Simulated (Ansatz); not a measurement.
# How fast states decay through ZrH4N2F2, part 2 of 4

Aim: relax a made-up compound, ZrH4N2F2, and see how good a tunnel barrier it would be. It is built by putting Zr for Sn in the SnH4N2F2 structure of space group C2/m, with the volume rescaled by atomic radii. The parent structure comes from the Materials Project.

Ansatz 0.2.0; r2SCAN DFT, plane waves, PAW files (the session's first sound run).

So far. Step 2 (Relaxing the new crystal): The largest force component on a free atom ends at 0.0042 eV/Å.

The structure was built from a prototype and need not be the compound's stable phase.

## (3) The bulk crystal and its band edges

The energy window and the wavevectors of the next steps follow from the band edges, so these are searched first, off the mesh as well.

input.yaml

```yaml
crystal:
  lattice:
    - [5.4838390138, -1.7160715324, -0.1456779178]
    - [5.4838390138, 1.7160715324, -0.1456779178]
    - [-1.5412403399, 0.0, 4.9511063868]
  atoms:
    - { symbol: Zr, position: [0.0, 0.0, 0.0] }
    - { symbol: H, position: [0.3837353585, 0.3837353585, 0.5593046533] }
    - { symbol: H, position: [0.6162646415, 0.6162646415, 0.4406953467] }
    - { symbol: H, position: [0.2929104305, 0.2929104305, 0.7559574857] }
    - { symbol: H, position: [0.7070895695, 0.7070895695, 0.2440425143] }
    - { symbol: "N", position: [0.386199319, 0.386199319, 0.757296719] }
    - { symbol: "N", position: [0.613800681, 0.613800681, 0.242703281] }
    - { symbol: F, position: [0.1139787146, 0.1139787146, 0.7724251044] }
    - { symbol: F, position: [0.8860212854, 0.8860212854, 0.2275748956] }
kpoints:
  mp_grid: { grid: [8, 8, 6] }
  band_path: { path: [VBM, CBM], npoints: 30 }
scf:
  occupations: { method: fixed }
hamiltonian:
  xc: r2scan
output:
  eigenvalues: true
  write_potential: true
  write_density: true
  volumetric_format: npy
```

On the command line:

```
ansatz run input.yaml --threads 2 --pin off --max-ram 4096MiB --backend cpu --events-out ev --progress --plain --runs-dir out
```

Numbers of over 12 decimals in the logs are rounded to 6 here.

Output:

```text
[...]
Crystal: 9 atoms, lattice volume = 92.416 Å³
Basis set: ecut = 500 eV, 2357 PW (Γ), exchange–correlation on 180×180×160 points (64 copies of the dense FFT grid, shifted against one another)
Bands: 29, of which v1, the nominal top of the filled ones, is band 20 counted from 1 (19 counted from 0)
Symmetry: 4 space group operations
[...]
k-points: 114 of 384
[...]
SCF iter   1: F=—  HF=-6656.269941 eV  |F-HF|=—  |Δ(HF+E_count)|=         —  Δρ=1.08e-2  dr2=2.14e-1  dr2_τ=5.25e-1  ethr=1.77e-3  ⟨swp⟩=4.6  Hψ=12959  notcnv=0  defer=665
[...]
SCF iter   8: F=-6656.132379 eV  HF=-6656.132379 eV  |F-HF|=6.57e-9  |Δ(HF+E_count)|=   8.76e-9  Δρ=3.13e-6  dr2=9.18e-9  dr2_τ=7.01e-10  ethr=2.50e-10  ⟨swp⟩=9.2  Hψ=13051  notcnv=0
SCF 1 converged in 8 iterations: F = -6656.132379 eV  dr2 = 9.18e-9
[...]
NSCF: frozen V_eff on 68 k-points
[...]
SCF converged after 8 iterations
Free energy (F): -6656.132379 eV
[...]
Internal energy: -6656.132379 eV  (E = F + TS)
E sigma→0 (E₀):  -6656.132379 eV
Fermi energy:    2.976807 eV
[...]
--- Band table (eV; the first three rows and the last of 114) ---
  k-point 0: bands = [... 16 lower, -0.2392, 0.6964, 1.1172, 2.9768, 6.3666, 7.8269, 8.0217, 8.2687, ... 5 higher]
  k-point 1: bands = [... 16 lower, -0.3094, 0.7042, 1.0122, 2.9430, 6.3570, 7.7947, 8.0324, 8.5821, ... 5 higher]
  k-point 2: bands = [... 16 lower, -0.3489, 0.7171, 0.8415, 2.8763, 6.3356, 7.7279, 8.0527, 9.3890, ... 5 higher]
  k-point 113: bands = [... 16 lower, -0.3846, 0.6805, 1.0282, 2.9665, 6.4360, 7.8783, 8.0318, 9.6542, ... 5 higher]
```

Run time: 21 s. Hardware: 2 threads of Arm Neoverse V2, shared host; peak memory 0.83 GiB.

Reading the cycles: dr2 is the Hartree energy of the density residual (eV), the measure of convergence; HF is the Harris–Foulkes estimate of the energy, which meets the free energy F at convergence.

This step gave:

```
free energy         : -6656.1324 eV
Fermi energy        : 2.977 eV
gap on the k-mesh   : 3.328 eV
gap on path         : 3.328 eV, by band count; negative where bands overlap
direct gap on path  : 3.390 eV
edge places on path : 0, 0.605 1/A along the path
```

The electronic bands at the labelled points (eV, zero at the Fermi level (highest filled level under fixed occupations); v1 is the highest filled band, c1 the lowest empty one):

```
  point     v4     v3     v2     v1    c1    c2    c3    c4
    VBM  -3.22  -2.28  -1.86   0.00  3.39  4.85  5.04  5.29
halfway  -3.34  -2.26  -2.10  -0.04  3.36  4.89  5.03  5.88
    CBM  -3.39  -2.24  -2.23  -0.09  3.33  4.92  5.01  6.93
```

The searched edges give 3.33 eV, as on the mesh.

## (4) Decaying states in the gap, plane (100), k-mesh 6×8×8

This step: r2SCAN DFT, plane waves, PAW files; complex bands by layer matching along the plane's normal (Ansatz 0.2.0).

The same crystal is laid in a cell whose first two vectors span the (100) plane (indices of the standard conventional cell, whose axes can be ordered otherwise than in the bulk input). At fixed energy and wavevector in the plane the solver finds all kz, real and complex. A few wavevectors are listed, (0, 0) and (0.5, 0) in units of the plane's reciprocal vectors; the slowest state needn't be among them.

input.yaml

```yaml
crystal:
  lattice:
    - [5.185448509, 0.0, 0.0]
    - [0.0, 3.432143065, 0.0]
    - [-1.769023597, 1.716071532, 5.192712961]
  atoms:
    - { symbol: Zr, position: [0.0, 0.0, 0.0] }
    - { symbol: H, position: [0.5593046533, 0.6162646415, 0.767470717] }
    - { symbol: H, position: [0.4406953467, 0.3837353585, 0.232529283] }
    - { symbol: H, position: [0.7559574857, 0.7070895695, 0.585820861] }
    - { symbol: H, position: [0.2440425143, 0.2929104305, 0.414179139] }
    - { symbol: "N", position: [0.757296719, 0.613800681, 0.772398638] }
    - { symbol: "N", position: [0.242703281, 0.386199319, 0.227601362] }
    - { symbol: F, position: [0.7724251044, 0.8860212854, 0.2279574292] }
    - { symbol: F, position: [0.2275748956, 0.1139787146, 0.7720425708] }
kpoints:
  mp_grid: { grid: [6, 8, 8] }
scf:
  occupations: { method: fixed }
hamiltonian:
  xc: r2scan
output:
  eigenvalues: true
  transmission:
    leads: [[0, 0]]
    kpoints: [[0.0, 0.0], [0.5, 0.0]]
    e_range: [-1.0, 4.33]
    de: 0.11
```

Output:

```text
[...]
Crystal: 9 atoms, lattice volume = 92.416 Å³
Basis set: ecut = 500 eV, 2357 PW (Γ), exchange–correlation on 160×108×180 points (64 copies of the dense FFT grid, shifted against one another)
Bands: 29, of which v1, the nominal top of the filled ones, is band 20 counted from 1 (19 counted from 0)
Symmetry: 4 space group operations
[...]
k-points: 114 of 384
[...]
SCF iter   1: F=—  HF=-6656.269889 eV  |F-HF|=—  |Δ(HF+E_count)|=         —  Δρ=1.08e-2  dr2=2.14e-1  dr2_τ=5.25e-1  ethr=1.77e-3  ⟨swp⟩=4.6  Hψ=12999  notcnv=0  defer=665
[...]
SCF iter   8: F=-6656.132379 eV  HF=-6656.132379 eV  |F-HF|=7.36e-9  |Δ(HF+E_count)|=   7.08e-9  Δρ=3.18e-6  dr2=9.63e-9  dr2_τ=7.32e-10  ethr=2.50e-10  ⟨swp⟩=9.2  Hψ=13231  notcnv=0
SCF 1 converged in 8 iterations: F = -6656.132379 eV  dr2 = 9.63e-9
[...]
transmission: 9 of 18 steps passed
transmission: 18 of 18 steps passed
SCF converged after 8 iterations
Free energy (F): -6656.132379 eV
[...]
Internal energy: -6656.132379 eV  (E = F + TS)
E sigma→0 (E₀):  -6656.132379 eV
Fermi energy:    2.976809 eV
[...]
--- Band table (eV; the first three rows and the last of 114) ---
  k-point 0: bands = [... 16 lower, -0.2392, 0.6964, 1.1172, 2.9768, 6.3666, 7.8269, 8.0217, 8.2687, ... 5 higher]
  k-point 1: bands = [... 16 lower, -0.2560, 0.7037, 1.0373, 2.9641, 6.3588, 7.8395, 8.0175, 8.4256, ... 5 higher]
  k-point 2: bands = [... 16 lower, -0.3589, 0.7212, 0.8757, 2.9335, 6.3378, 7.8651, 8.0070, 8.8554, ... 5 higher]
  k-point 113: bands = [... 16 lower, -0.1842, 0.2084, 0.5307, 2.1443, 6.9062, 7.3128, 8.1659, 11.0117, ... 5 higher]
--- Transmission ---
  basis      : 187 plane waves across, 9 finite elements along
  points     : 2, as listed
  energies   : 49 from -1.000000 to 4.280000 eV about the Fermi level, 0.110000 eV apart; the leads are filled to 1.663928 eV, and channels, transmission and decay are at 1.640000 eV
  crystal 0  : H4F2N2Zr1, at the sites [0, 0], period 5.1927 Å: whole cells are its period
    offset         : up to 0.0000 Å between an atom of the period and one for which it stands
    channels       : 0.000000e0 a spin
    conductance    : none, the energies end too early or step too widely for 300 K: set another output.transmission.e_range or a lower de, or, where they end at an eighth of basis.ecutwfc, a higher one
    slowest decay  : 0.4889 /Å at (0.0000, 0.0000)
```

Run time: 32 s. Hardware: 2 threads; peak memory 0.7 GiB.

Numbers from this step:

```yaml
level_to_which_the_leads_are_filled: 1.664 eV from the Fermi level
decay_constant_at_the_filling_level_zone_centre: 0.4889 Å⁻¹
decay_constant_at_the_filling_level_slowest_listed_point: 0.4889 Å⁻¹
```

K parallel (0, 0); values up to 1.5 1/Å, a degenerate pair printed once or twice; energies at which all values exceed this have no row. Table of Im kz of the slowest decaying states by energy, zero at the highest filled level on the SCF mesh:

```csv
energy (eV),decay 1 (Å⁻¹),decay 2 (Å⁻¹),decay 3 (Å⁻¹),decay 4 (Å⁻¹)
-1.00,0.368,0.734,0.758,0.891
-0.78,0.396,0.685,0.768,0.897
-0.45,0.428,0.569,0.780,0.901
-0.23,0.415,0.444,0.787,0.900
-0.01,0.457,0.793,0.897,0.942
0.10,0.358,0.463,0.796,0.895
0.32,0.472,0.537,0.801,0.890
0.54,0.480,0.623,0.804,0.884
0.87,0.487,0.701,0.808,0.870
1.09,0.490,0.736,0.810,0.859
1.42,0.490,0.773,0.812,0.839
1.64,0.489,0.791,0.811,0.823
1.86,0.486,0.803,0.806,0.811
2.19,0.477,0.766,0.808,0.821
2.41,0.469,0.733,0.805,0.828
2.74,0.453,0.663,0.798,0.829
2.96,0.437,0.587,0.792,0.816
3.18,0.415,0.443,0.785,0.804
3.51,0.392,0.770,0.793,0.832
3.73,0.460,0.756,0.791,0.827
4.06,0.381,0.584,0.722,0.795
4.28,0.346,0.614,0.681,0.800
```

K parallel (0.5, 0); values up to 1.5 1/Å, a degenerate pair printed once or twice; energies at which all values exceed this have no row. Table of Im kz of the slowest decaying states by energy, zero at the highest filled level on the SCF mesh:

```
energy (eV)  decay 1 (Å⁻¹)  decay 2 (Å⁻¹)  decay 3 (Å⁻¹)  decay 4 (Å⁻¹)
      -1.00          0.415          0.516          0.648          0.892
      -0.78          0.444          0.535          0.600          0.908
      -0.45          0.479          0.481          0.559          0.930
      -0.23          0.307          0.498          0.571          0.943
      -0.01         0.0301          0.514          0.581          0.954
       0.10          0.324          0.521          0.586          0.959
       0.32          0.486          0.533          0.593          0.967
       0.54          0.544          0.569          0.598          0.972
       0.87          0.557          0.603          0.646          0.972
       1.09          0.563          0.605          0.681          0.967
       1.42          0.570          0.605          0.719          0.902
       1.64          0.573          0.602          0.738          0.867
       1.86          0.574          0.599          0.753          0.833
       2.19          0.574          0.589          0.769          0.778
       2.41          0.573          0.580          0.736          0.776
       2.74          0.554          0.568          0.661          0.782
       2.96          0.511          0.562          0.609          0.784
       3.18          0.393          0.555          0.573          0.783
       3.51          0.245          0.535          0.536          0.776
       3.73          0.497          0.510          0.769          0.975
       4.06          0.460          0.551          0.750          0.971
       4.28          0.410          0.568          0.730          0.980
```

At the listed wavevectors the last open channel is at -0.01 eV and the next at +3.40 eV on the grid. At +1.64 eV, the grid energy nearest the filling level (the middle of the gap on the SCF mesh), the slowest state at the listed wavevectors decays with κ = 0.489 Å⁻¹, its amplitude falling by e over 2.0 Å. Through 1 nm of this crystal that state's transmission falls by exp(−2 × 0.489 Å⁻¹ × 10 Å) = 5.7e-5.

## (5) Decaying states in the gap, plane (001), k-mesh 8×8×6

The same for the (001) plane, at (0, 0), (0, -0.5) and (0.5, 0), to see how the decay depends on direction.

input.yaml

```yaml
crystal:
  lattice:
    - [3.432143065, 0.0, 0.0]
    - [1.716071532, 5.485773636, 0.0]
    - [0.0, -1.672176321, 4.908431785]
  atoms:
    - { symbol: Zr, position: [0.0, 0.0, 0.0] }
    - { symbol: H, position: [0.6162646415, 0.767470717, 0.5593046533] }
    - { symbol: H, position: [0.3837353585, 0.232529283, 0.4406953467] }
    - { symbol: H, position: [0.7070895695, 0.585820861, 0.7559574857] }
    - { symbol: H, position: [0.2929104305, 0.414179139, 0.2440425143] }
    - { symbol: "N", position: [0.613800681, 0.772398638, 0.757296719] }
    - { symbol: "N", position: [0.386199319, 0.227601362, 0.242703281] }
    - { symbol: F, position: [0.8860212854, 0.2279574292, 0.7724251044] }
    - { symbol: F, position: [0.1139787146, 0.7720425708, 0.2275748956] }
kpoints:
  mp_grid: { grid: [8, 8, 6] }
scf:
  occupations: { method: fixed }
hamiltonian:
  xc: r2scan
output:
  eigenvalues: true
  transmission:
    leads: [[0, 0]]
    kpoints: [[0.0, 0.0], [0.0, -0.5], [0.5, 0.0]]
    e_range: [-1.0, 4.33]
    de: 0.09
```

Output:

```text
[...]
Crystal: 9 atoms, lattice volume = 92.416 Å³
Basis set: ecut = 500 eV, 2357 PW (Γ), exchange–correlation on 108×180×160 points (64 copies of the dense FFT grid, shifted against one another)
Bands: 29, of which v1, the nominal top of the filled ones, is band 20 counted from 1 (19 counted from 0)
Symmetry: 4 space group operations
[...]
k-points: 114 of 384
[...]
SCF iter   1: F=—  HF=-6656.269912 eV  |F-HF|=—  |Δ(HF+E_count)|=         —  Δρ=1.08e-2  dr2=2.14e-1  dr2_τ=5.25e-1  ethr=1.77e-3  ⟨swp⟩=4.6  Hψ=12991  notcnv=0  defer=663
[...]
SCF iter   8: F=-6656.132379 eV  HF=-6656.132379 eV  |F-HF|=6.85e-9  |Δ(HF+E_count)|=   1.08e-8  Δρ=3.17e-6  dr2=9.36e-9  dr2_τ=7.00e-10  ethr=2.50e-10  ⟨swp⟩=9.2  Hψ=13118  notcnv=0
SCF 1 converged in 8 iterations: F = -6656.132379 eV  dr2 = 9.36e-9
[...]
transmission: 8 of 24 steps passed
transmission: 16 of 24 steps passed
transmission: 24 of 24 steps passed
SCF converged after 8 iterations
Free energy (F): -6656.132379 eV
[...]
Internal energy: -6656.132379 eV  (E = F + TS)
E sigma→0 (E₀):  -6656.132379 eV
Fermi energy:    2.976807 eV
[...]
--- Band table (eV; the first three rows and the last of 114) ---
  k-point 0: bands = [... 16 lower, -0.2392, 0.6964, 1.1172, 2.9768, 6.3666, 7.8269, 8.0217, 8.2687, ... 5 higher]
  k-point 1: bands = [... 16 lower, -0.3094, 0.7042, 1.0122, 2.9430, 6.3570, 7.7947, 8.0324, 8.5821, ... 5 higher]
  k-point 2: bands = [... 16 lower, -0.3489, 0.7171, 0.8415, 2.8763, 6.3356, 7.7279, 8.0527, 9.3890, ... 5 higher]
  k-point 113: bands = [... 16 lower, -0.1842, 0.2084, 0.5307, 2.1443, 6.9062, 7.3128, 8.1659, 11.0117, ... 5 higher]
--- Transmission ---
  basis      : 199 plane waves across, 8 finite elements along
  points     : 3, as listed
[...]
crystal 0  : H4N2F2Zr1, at the sites [0, 0], period 4.9084 Å: whole cells are its period
[...]
channels       : 0.000000e0 a spin
[...]
slowest decay  : 0.5268 /Å at (0.0000, 0.0000)
```

Run time: 38 s. Hardware: 2 threads; peak memory 0.8 GiB.

Numbers from this step:

- decay constant at the filling level, zone centre: 0.5268 Å⁻¹
- decay constant at the filling level, slowest listed point: 0.5268 Å⁻¹

K parallel (0, 0); values up to 1.5 1/Å, a degenerate pair printed once or twice; energies at which all values exceed this have no row. Im kz of the slowest decaying states against energy, zero at the highest filled level on the SCF mesh:

```csv
energy (eV),decay 1 (Å⁻¹),decay 2 (Å⁻¹),decay 3 (Å⁻¹),decay 4 (Å⁻¹)
-1.00,0.419,0.774,0.820,0.834
-0.73,0.453,0.639,0.850,0.958
-0.46,0.479,0.515,0.884,1.00
-0.19,0.252,0.498,0.939,1.01
-0.01,0.508,0.969,1.05,1.11
0.08,0.287,0.512,0.949,1.10
0.35,0.502,0.522,0.921,1.10
0.62,0.529,0.596,0.907,1.10
0.89,0.533,0.655,0.897,1.09
1.16,0.533,0.697,0.888,1.09
1.43,0.531,0.727,0.880,1.08
1.70,0.527,0.749,0.872,1.04
1.88,0.522,0.761,0.867,1.00
2.15,0.513,0.774,0.858,0.950
2.42,0.502,0.783,0.849,0.889
2.69,0.487,0.788,0.815,0.839
2.96,0.468,0.710,0.788,0.829
3.23,0.439,0.498,0.786,0.818
3.50,0.449,0.779,0.808,0.978
3.77,0.422,0.657,0.767,0.808
4.04,0.383,0.736,0.736,0.748
4.31,0.342,0.599,0.719,0.778
```

K parallel (0, -0.5); values up to 1.5 1/Å, a degenerate pair printed once or twice; energies at which all values exceed this have no row. The Im kz of the slowest decaying states by energy, zero at the highest filled level on the SCF mesh:

```
energy (eV)  decay 1 (Å⁻¹)  decay 2 (Å⁻¹)  decay 3 (Å⁻¹)  decay 4 (Å⁻¹)
      -1.00          0.467          0.617          0.777          0.926
      -0.73          0.505          0.638          0.764          0.944
      -0.46          0.535          0.655          0.728          0.958
      -0.19          0.422          0.560          0.668          0.836
      -0.01         0.0399          0.574          0.675          0.869
       0.08          0.374          0.580          0.679          0.881
       0.35          0.590          0.597          0.686          0.909
       0.62          0.610          0.680          0.692          0.929
       0.89          0.621          0.695          0.736          0.943
       1.16          0.630          0.696          0.774          0.952
       1.43          0.636          0.695          0.801          0.889
       1.70          0.641          0.692          0.822          0.845
       1.88          0.642          0.688          0.816          0.832
       2.15          0.643          0.680          0.771          0.843
       2.42          0.643          0.664          0.724          0.850
       2.69          0.619          0.640          0.689          0.854
       2.96          0.523          0.636          0.670          0.855
       3.23          0.317          0.629          0.654          0.843
       3.50          0.218          0.621          0.637          0.799
       3.77          0.509          0.608          0.618          0.740
       4.04          0.595          0.605          0.646          0.810
       4.31          0.567          0.586          0.646          0.773
```

K parallel (0.5, 0); values up to 1.5 1/Å, a degenerate pair printed once or twice; energies at which all values exceed this have no row. Table of Im kz of the slowest decaying states by energy, zero at the highest filled level on the SCF mesh:

```
energy (eV)  decay 1 (Å⁻¹)  decay 2 (Å⁻¹)  decay 3 (Å⁻¹)  decay 4 (Å⁻¹)
      -1.00          0.299          0.631          0.847          0.984
      -0.82          0.107          0.438          0.643          0.862
      -0.55          0.395          0.545          0.659          0.883
      -0.37          0.463          0.588          0.668          0.897
      -0.19          0.512          0.622          0.675          0.909
      -0.01          0.549          0.651          0.681          0.920
       0.08          0.565          0.663          0.683          0.925
       0.26          0.593          0.685          0.687          0.936
       0.53          0.627          0.691          0.713          0.949
       0.71          0.645          0.692          0.729          0.958
       0.89          0.661          0.692          0.743          0.965
       1.16          0.679          0.689          0.760          0.974
       1.34          0.686          0.687          0.769          0.979
       1.52          0.681          0.694          0.777          0.984
       1.79          0.671          0.698          0.787          0.989
       1.97          0.661          0.698          0.792          0.991
       2.15          0.650          0.696          0.796          0.993
       2.42          0.629          0.687          0.799          0.996
       2.60          0.612          0.678          0.799           1.00
       2.78          0.591          0.666          0.799          0.999
       3.05          0.550          0.640          0.795          0.993
       3.23          0.515          0.618          0.791          0.985
       3.50          0.439          0.574          0.782          0.974
       3.68          0.360          0.533          0.773          0.965
       3.86          0.206          0.479          0.762          0.956
       4.13          0.348          0.740          0.939           1.03
       4.31          0.138          0.331          0.720          0.928
```

At the listed wavevectors the last open channel is at -0.01 eV and the next at +3.41 eV on the grid. At +1.70 eV, the grid energy nearest the filling level (the middle of the gap on the SCF mesh), the slowest state at the listed wavevectors decays with κ = 0.527 Å⁻¹, its amplitude falling by e over 1.9 Å; the first such run, plane (100), gave 0.489 Å⁻¹.

[end of part 2 of 4]

[Logs are printed without paths, hosts, clocks, repeated set-up lines and the standing remarks that a program may print on its own settings, such as how far it seeks lower states.]

[Hosts, paths, dates, database ids (printed as entryN), source tags and the programs' standing remarks are cut or masked in the printed files.]
